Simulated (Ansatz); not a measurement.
# Work function of Pd(110): what the settings cost and change, part 2 of 2

Aim: the work function of Pd(110) across levels of theory at one geometry.

Ansatz 0.2.0; plane-wave DFT, PBE, Ansatz PAW (the session's first sound run).

So far, work function, upper face (eV): step 2 (run, setting PBE, Ansatz PAW (420 eV)) 4.84; step 4 (PBEsol) 4.94; step 5 (RPBE) 4.65; step 6 (r2SCAN) 4.83; step 7 (PBE JTH) 4.84.

### Step 8. Run

This step: plane-wave DFT, PBE, norm-conserving (Ansatz 0.2.0).

input.yaml

```yaml
crystal:
  lattice:
    - [3.89, 0.0, 0.0]
    - [0.0, 2.7506453788, 0.0]
    - [0.0, 0.0, 26.2519361364]
  atoms:
    - { symbol: Pd, position: [0.0, 0.0, 0.3428318564] }
    - { symbol: Pd, position: [0.5, 0.5, 0.3952212376] }
    - { symbol: Pd, position: [0.0, 0.0, 0.4476106188] }
    - { symbol: Pd, position: [0.5, 0.5, 0.5] }
    - { symbol: Pd, position: [0.0, 0.0, 0.5523893812] }
    - { symbol: Pd, position: [0.5, 0.5, 0.6047787624] }
    - { symbol: Pd, position: [0.0, 0.0, 0.6571681436] }
kpoints:
  mp_grid: { grid: [11, 15, 1] }
hamiltonian:
  xc: pbe
  pseudopotentials: { kind: nc }
scf:
  occupations: { method: fermi_dirac, width: 0.1 }
  convergence: { dr2_threshold: 1.0e-09 }
efield:
  axis: 3
  dipole_correction: true
  ramp_position: 0.97
  ramp_width: 0.06
output:
  write_potential: true
  write_density: true
  volumetric_format: npy
```

Started as:

```bash
> ansatz run input.yaml --threads 4 --pin off --max-ram 6144MiB --backend cpu --events-out ev --progress --plain --runs-dir out
```

Log:

```text
[...]
Crystal: 7 atoms, lattice volume = 280.896 Å³
Basis set: ecut = 1115.666836 eV, 23789 PW (Γ)
Bands: 76, of which v1, the nominal top of the filled ones, is band 63 counted from 1 (62 counted from 0)
Symmetry: 4 space group operations
k-points: 48 of 165
[...]
k-point 0: bands = [... 59 lower, 3.7921, 3.8242, 3.8516, 4.0965, 4.1047, 4.2768, 4.4655, 4.8778, ... 9 higher]
  k-point 1: bands = [... 59 lower, 3.6723, 3.9272, 3.9405, 3.9469, 4.0207, 4.3173, 4.3953, 4.9453, ... 9 higher]
  k-point 2: bands = [... 59 lower, 3.5061, 3.8371, 3.8724, 3.8783, 4.0364, 4.2590, 4.4708, 5.1355, ... 9 higher]
  k-point 47: bands = [... 59 lower, 4.1946, 4.2267, 4.3310, 4.3680, 5.9587, 6.4213, 7.8327, 8.3488, ... 9 higher]
[key lines of the parts left out:]
SCF converged after 11 iterations
Free energy (F): -25797.975667 eV
Fermi energy:    4.225919 eV
Dipole field:    D = 0.000000 V/Å  (p = 0.000000 e·Å, saw-weighted, corrected)
Work function:   Φ+ = 4.8372 eV   Φ− = 4.8372 eV
```

The job ended after 5.9 min (4 threads of Arm Neoverse N1, shared host; peak memory 4.4 GiB).

The work function is 4.837 eV, +0.001 eV from the run “PBE, Ansatz PAW (420 eV)”, at 4.4 times its CPU time.

### Step 9. Slab

This step: plane-wave DFT, LDA, norm-conserving (Ansatz 0.2.0).

Changes to input.yaml since step 8:

```diff
@@ -16,3 +16,3 @@
 hamiltonian:
-  xc: pbe
+  xc: lda
   pseudopotentials: { kind: nc }
```

Log:

```text
[...]
Crystal: 7 atoms, lattice volume = 280.896 Å³
Basis set: ecut = 1115.666836 eV, 23789 PW (Γ)
Bands: 76, of which v1, the nominal top of the filled ones, is band 63 counted from 1 (62 counted from 0)
Symmetry: 4 space group operations
k-points: 48 of 165
[...]
k-point 0: bands = [... 59 lower, 3.4194, 3.4349, 3.4574, 3.7162, 3.7260, 3.8909, 4.0805, 4.4665, ... 9 higher]
  k-point 1: bands = [... 59 lower, 3.2918, 3.5379, 3.5535, 3.5583, 3.6489, 3.9299, 4.0099, 4.5326, ... 9 higher]
  k-point 2: bands = [... 59 lower, 3.1226, 3.4625, 3.4811, 3.4897, 3.6494, 3.8724, 4.0857, 4.7176, ... 9 higher]
  k-point 47: bands = [... 59 lower, 3.8100, 3.8392, 3.9482, 3.9807, 5.5004, 5.9680, 7.3800, 7.8977, ... 9 higher]
[key lines of the parts left out:]
SCF converged after 12 iterations
Free energy (F): -25704.480416 eV
Fermi energy:    3.839138 eV
Dipole field:    D = 0.000000 V/Å  (p = 0.000000 e·Å, saw-weighted, corrected)
Work function:   Φ+ = 5.2393 eV   Φ− = 5.2393 eV
```

Wall time 5.7 min (4 threads); peak memory 4.4 GiB.

The work function is 5.239 eV, +0.403 eV from the run “PBE, Ansatz PAW (420 eV)”, at 4.5 times its CPU time.

### Step 10. Run, setting PBE, all layers relaxed

This step: plane-wave DFT, PBE, Ansatz PAW (Ansatz 0.2.0).

Changes to input.yaml since step 9:

```diff
@@ -16,4 +16,3 @@
 hamiltonian:
-  xc: lda
-  pseudopotentials: { kind: nc }
+  xc: pbe
 scf:
@@ -26,2 +25,5 @@
   ramp_width: 0.06
+relax:
+  f_tol: 0.01
+  max_steps: 40
 output:
```

Log:

```text
[...]
Crystal: 7 atoms, lattice volume = 280.896 Å³
Basis set: ecut = 420 eV, 5495 PW (Γ), exchange–correlation on 54×40×360 points (8 copies of the dense FFT grid, shifted against one another)
Bands: 76, of which v1, the nominal top of the filled ones, is band 63 counted from 1 (62 counted from 0)
Symmetry: 4 space group operations
k-points: 48 of 165
[...]
atoms:
    - { symbol: Pd, position: [0.0, 0.0, 0.340810] }
    - { symbol: Pd, position: [0.5, 0.5, 0.390940] }
    - { symbol: Pd, position: [0.0, 0.0, 0.446193] }
    - { symbol: Pd, position: [0.5, 0.5, 0.500000] }
    - { symbol: Pd, position: [0.0, 0.0, 0.553807] }
    - { symbol: Pd, position: [0.5, 0.5, 0.609060] }
    - { symbol: Pd, position: [0.0, 0.0, 0.659190] }
[key lines of the parts left out:]
SCF converged after 9 iterations
Free energy (F): -48808.030064 eV
Fermi energy:    4.196468 eV
Dipole field:    D = 0.000000 V/Å  (p = 0.000000 e·Å, saw-weighted, corrected)
Work function:   Φ+ = 4.8654 eV   Φ− = 4.8654 eV
```

It took 3.5 min on 4 threads; peak memory 1.1 GiB.

The relaxation took 4 steps and lowered the energy by 0.058 eV; the largest force on the free atoms ends at 0.0015 eV/Å.

The work function is 4.865 eV, +0.029 eV from the run “PBE, Ansatz PAW (420 eV)”, at 2.8 times its CPU time.

### Step 11. Run

This step: plane-wave DFT, PBE, fully relativistic PAW with spin-orbit coupling (Ansatz 0.2.0).

Changes to input.yaml since step 10:

```diff
@@ -17,2 +17,3 @@
   xc: pbe
+  pseudopotentials: { kind: paw_fr }
 scf:
@@ -25,5 +26,5 @@
   ramp_width: 0.06
-relax:
-  f_tol: 0.01
-  max_steps: 40
+magnetization:
+  noncollinear: true
+  spin_orbit: true
 output:
```

Log:

```text
[...]
non-collinear run that drives no moment, with spin-orbit: no starting moment large enough to seed its density (crystal.atoms[].spin), no starting occupations that ask for one, no magnetisation constraint and no magnetic field, so the semilocal B_xc is pinned to zero
Crystal: 7 atoms, lattice volume = 280.896 Å³
[...]
k-point 1: bands = [... 122 lower, 3.9324, 3.9324, 3.9573, 3.9573, 4.0295, 4.0295, 4.3477, 4.3477, ... 22 higher]
  k-point 2: bands = [... 122 lower, 3.8165, 3.8165, 3.9878, 3.9878, 4.0498, 4.0498, 4.2762, 4.2762, ... 22 higher]
  k-point 47: bands = [... 122 lower, 4.3378, 4.3378, 4.3734, 4.3734, 5.9467, 5.9467, 6.4097, 6.4097, ... 22 higher]
[key lines of the parts left out:]
SCF converged after 14 iterations
Magnetization: |M| = 0.0000 μB,  M = (+0.0000, +0.0000, +0.0000) μB
Free energy (F): -48822.460608 eV
Fermi energy:    4.240100 eV
Dipole field:    D = -0.000000 V/Å  (p = -0.000000 e·Å, saw-weighted, corrected)
Work function:   Φ+ = 4.8249 eV   Φ− = 4.8249 eV
```

It took 11 min on 4 threads; peak memory 5.4 GiB.

The work function is 4.825 eV, -0.011 eV from the run “PBE, Ansatz PAW (420 eV)”, at 8.5 times its CPU time.

### Step 12. Side by side

Times are for 4 threads of Arm Neoverse N1, shared host. The runs compared:

| no. | setting | work function, upper face (eV) | time | memory (GiB) |
| --- | --- | --- | --- | --- |
| 1 | PBE, Ansatz PAW (420 eV) | 4.836 | 86 s | 1.4 |
| 2 | LDA, Ansatz PAW (420 eV) | 5.236 | 88 s | 1.4 |
| 3 | PBEsol, Ansatz PAW (420 eV) | 4.940 | 89 s | 1.4 |
| 4 | RPBE, Ansatz PAW (420 eV) | 4.652 | 78 s | 1.4 |
| 5 | r2SCAN, Ansatz PAW (500 eV) | 4.830 | 4 min | 2.0 |
| 6 | PBE, JTH PAW (1110 eV) | 4.836 | 6.5 min | 4.9 |
| 7 | PBE, norm-conserving (1116 eV) | 4.837 | 5.9 min | 4.4 |
| 8 | LDA, norm-conserving (1116 eV) | 5.239 | 5.7 min | 4.4 |
| 9 | PBE, all layers relaxed | 4.865 | 3.5 min | 1.1 |
| 10 | PBE with spin-orbit coupling (420 eV) | 4.825 | 11 min | 5.4 |

### Step 13. Varying the input

This step: plane-wave DFT, PBE, Ansatz PAW (Ansatz 0.2.0).

An input spoilt on purpose, to show how the run answers: it repeats the earlier run “PBE, Ansatz PAW (420 eV)” with scf.max_iter to 5; its output block differs too.

Changes to input.yaml since step 11:

```diff
@@ -17,3 +17,2 @@
   xc: pbe
-  pseudopotentials: { kind: paw_fr }
 scf:
@@ -21,2 +20,3 @@
   convergence: { dr2_threshold: 1.0e-09 }
+  max_iter: 5
 efield:
@@ -26,5 +26,2 @@
   ramp_width: 0.06
-magnetization:
-  noncollinear: true
-  spin_orbit: true
 output:
```

Log:

```text
Engine: ansatz 0.2.0, aarch64-unknown-linux-gnu
Pseudopotentials: kind: paw
Pseudopotential: Pd, paw, valence charge 18, recommended cutoff 420 eV (normal), Pd.paw.azcp
Functional definition: PBE
  parameter kappa = 0.804
  parameter beta = 0.066725
  exchange = pbe_x(kappa = kappa, mu = beta*pi^2/3)
  correlation = pbe_c(beta = beta)
Crystal: 7 atoms, lattice volume = 280.896 Å³
Basis set: ecut = 420 eV, 5495 PW (Γ)
Bands: 76, of which v1, the nominal top of the filled ones, is band 63 counted from 1 (62 counted from 0)
Symmetry: 4 space group operations
k-points: 48 of 165
Non-local potential: Pd, projectors of the file, l = 0: 2, l = 1: 2, l = 2: 2, l = 3: 1
PAW form: soft (Blöchl's): semilocal exchange-correlation on the pseudo side does not see the compensation charge
PAW one-centre angular grid: Pd, 590 points (default); XC on 64 Gauss nodes
Initial density: superposition of atomic densities (neutral atoms: chi_scale 0, normalization atom), corrected by the library's trained network
Initial wavefunctions: pseudopotential atomic-orbital guess
Functional: x = pbe(κ = 0.804, μ = 0.219515), c = pbe(β = 0.066725)
SCF iter   1: F=—  HF=-48808.023870 eV  |F-HF|=—  |Δ(HF+E_count)|=         —  Δρ=1.03e-2  dr2=2.39e0  ethr=1.77e-3  p=0.000 e·Å  D=2.63e-14 V/Å  ΔV_dip=-0.00 eV  dr2_dipole=2.24e-7  V_vac-E_F(+/−)=4.52/4.52 eV  ⟨swp⟩=7.4  Hψ=15110  notcnv=0  defer=71
efield: sawtooth ramp at fractional position 0.9700 (set: `efield.ramp_position`, or a place that a band, a saddle search or an elastic batch's reference lends), width 0.0600; the density the first Hamiltonian is built on has a dipole p = 0.000 e·Å; the dipole correction subtracts the counter field D = 2.63e-14 V/Å, which shifts the + side's vacuum level by -0.00 eV against the − side's; the planar-averaged density in the ramp window peaks in size at 1.4e-6 e/Å³
preconditioner: auto → LDOS  [metal: Δε(μ)=0.014 eV  Ē_g=6.865 eV  σ=0.100 eV  W_gap=0.03  n_scr=58 (ndim 8)  ℏωp=18.5 eV  f_vac=0.582  D(μ)=14.33/eV (n_scr^D=136)  β→1.0]
SCF iter   2: F=—  HF=-48807.980713 eV  |F-HF|=—  |Δ(HF+E_count)|=   4.32e-2  Δρ=5.88e-3  dr2=1.80e-1  ethr=1.77e-3  p=0.000 e·Å  D=1.33e-5 V/Å  ΔV_dip=-0.00 eV  dr2_dipole=1.46e-7  V_vac-E_F(+/−)=4.87/4.87 eV  ⟨swp⟩=2.2  Hψ=4485  notcnv=0  defer=146
SCF iter   3: F=—  HF=-48807.975577 eV  |F-HF|=—  |Δ(HF+E_count)|=   5.14e-3  Δρ=2.07e-3  dr2=9.68e-2  ethr=1.43e-4  p=0.000 e·Å  D=5.29e-7 V/Å  ΔV_dip=-0.00 eV  dr2_dipole=3.07e-8  V_vac-E_F(+/−)=4.79/4.79 eV  ⟨swp⟩=11.1  Hψ=26482  notcnv=0
SCF iter   4: F=—  HF=-48807.971632 eV  |F-HF|=—  |Δ(HF+E_count)|=   3.94e-3  Δρ=8.47e-4  dr2=2.44e-3  ethr=7.68e-5  p=-0.000 e·Å  D=-4.76e-8 V/Å  ΔV_dip=0.00 eV  dr2_dipole=2.66e-9  V_vac-E_F(+/−)=4.84/4.84 eV  ⟨swp⟩=8.1  Hψ=21003  notcnv=0
SCF iter   5: F=—  HF=-48807.971840 eV  |F-HF|=—  |Δ(HF+E_count)|=   2.07e-4  Δρ=3.29e-4  dr2=4.44e-4  ethr=1.94e-6  p=0.000 e·Å  D=4.49e-8 V/Å  ΔV_dip=-0.00 eV  dr2_dipole=4.84e-10  V_vac-E_F(+/−)=4.84/4.84 eV  ⟨swp⟩=7.1  Hψ=19142  notcnv=0
Error: did not converge after 5 iterations: dr2 = 4.44e-4 (threshold 1.00e-9), under the density mixer `msr1`, which `scf.mixing.algorithm: auto` chose by the deck's other keys (type `scf.mixing.algorithm: msr1` to keep it); raise `scf.max_iter`, which need not help a stalled SCF, or adjust the mixing (`scf.mixing`) or, under a smearing, its width (`scf.occupations.width`, in either direction: another width is another result); this SCF holds its density and magnetisation to the symmetry operations that it keeps, and cannot end on a state that breaks one of them: if the state sought breaks one, re-run with `crystal.symmetry.detect: [rest of the remark cut]
```

The job ended after 55 s (4 threads; peak memory 1 GiB; 3.5 min of CPU time).

Residual by cycle:

cycle, log10 residual and a bar from the least value:
```
        1        0.4 ##############################
        2       -0.7 #####################
        3       -1.0 ###################
        4       -2.6 ######
        5       -3.4
```

No converged result was reached; the numbers in the log don't describe the system.

After 5 cycles the residual stands at 4.4e-4. The cap of 5 cycles in the input ended the loop.

The program's message: “Error: did not converge after 5 iterations: dr2 = 4.44e-4 (threshold 1.00e-9), under the density mixer `msr1`, which `scf.mixing.algorithm: auto` chose by the deck's other keys (type `scf.mixing.algor …”

The fault put into the input: too few SCF iterations.

### Step 14. Summary of results

```yaml
work_function_pbe_ansatz_paw_420_ev: 4.836 eV
work_function_lda_ansatz_paw_420_ev: 5.236 eV
work_function_rpbe_ansatz_paw_420_ev: 4.652 eV
work_function_r2scan_ansatz_paw_500_ev: 4.830 eV
work_function_lda_norm_conserving_1116_ev: 5.239 eV
work_function_pbe_all_layers_relaxed: 4.865 eV
work_function_pbe_with_spin_orbit_coupling_420_ev: 4.825 eV
```

PBE on the default files gives 4.84 eV, and the settings tried spread the value from 4.65 to 5.24 eV. At one geometry LDA lies 0.40 eV above PBE. The choice of pseudopotentials moves the PBE value by 0.002 eV. Relaxing the layers changes it by +0.029 eV. Spin-orbit coupling, on the fully relativistic files, changes it by -0.01 eV. The ladder's slabs use the tabulated experimental lattice constant (two decimals; a low-temperature value for the alkali metals).

Computed beside measured:

| quantity | measured | PBE, Ansatz PAW (420 eV) | PBEsol, Ansatz PAW (420 eV) | RPBE, Ansatz PAW (420 eV) | LDA, norm-conserving (1116 eV) | PBE, all layers relaxed | PBE with spin-orbit coupling (420 eV) |
| --- | --- | --- | --- | --- | --- | --- | --- |
| work function (clean (110) face, a compiled value) (eV) | 5.07 | 4.84 (-0.23 eV) | 4.94 (-0.13 eV) | 4.65 (-0.42 eV) | 5.24 (+0.17 eV) | 4.87 (-0.20 eV) | 4.82 (-0.25 eV) |

Measured values from arxiv:1902.07811 (2019).

**Verdict.** For the work function, of the levels listed nearest comes PBEsol, Ansatz PAW (420 eV) (-0.13 eV, good agreement) and farthest RPBE, Ansatz PAW (420 eV) (-0.42 eV, a clear miss).

[Long decimals in the printed logs are rounded to 6 places.]

[Logs are printed without paths, hosts, clocks, repeated set-up lines and the standing remarks that a program may print on its own settings, such as how far it seeks lower states.]

[Hosts, paths, dates, database ids (printed as entryN), source tags and the programs' standing remarks are cut or masked in the printed files.]

[Maps of the electrostatic potential energy from Ansatz leave out the sawtooth potential of an applied field or a dipole correction, so their vacuum need not be flat; planar profiles and work functions include it.]
